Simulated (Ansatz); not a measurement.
In doubt: masses and optical values from hybrid runs of this build are listed as unsure, which bears on the screening that GW takes from such a start.

Germanium (Fd-3m, 2 atoms a cell), computed twice by G0W0.

```
Ge
1.0
     0.00000    2.82891    2.82891
     2.82891    0.00000    2.82891
     2.82891    2.82891    0.00000
Ge
2
Cartesian
  0.0000 0.0000 0.0000
  1.4145 1.4145 1.4145
```

The cell and positions come from the Crystallography Open Database and are kept as given unless a step says otherwise.

The first (Ansatz 0.2.0; start HSE06, 8×8×8 mesh, 406 empty bands, screening to 250 eV, hard PAW files; 1 × NVIDIA H100 80GB HBM3 (shared by 6 runs) with 3 threads of AMD EPYC 7R13 (Zen 3), shared host) gave, on its mesh: starting gap 0.80 eV, G0W0 gap 0.95 eV, RPA ε∞ (mean) 19.15, 3.3 min.

The second gave: starting gap 1.36 eV, G0W0 gap 1.09 eV, RPA ε∞ (mean) 13.49, 5 min.

Q: What was changed in the input? Choose among start, files, mesh, bands and cutoff, frequency model or another key.

Changed: start from HSE06 to PBE0. A jump of this size in the start, with ε∞ moving the other way, marks another functional. Other changes could give like numbers; this is the one that was made.

Limits: not at the basis limit; no spin-orbit coupling; coarse k mesh.

[Paths, hosts, dates, memory and timing lines, banners, echoed tables and standing remarks are left out of the program output.]

[Logs are printed without paths, hosts, clocks, repeated set-up lines and the standing remarks that a program may print on its own settings, such as how far it seeks lower states.]

[Runs of the session that timed out or met a known fault of the program may be left out.]

[Cells called generated may have been cut or substituted from an entry of the Crystallography Open Database or the Materials Project.]

[Hosts, paths, dates, database ids (printed as entryN), source tags and the programs' standing remarks are cut or masked in the printed files.]
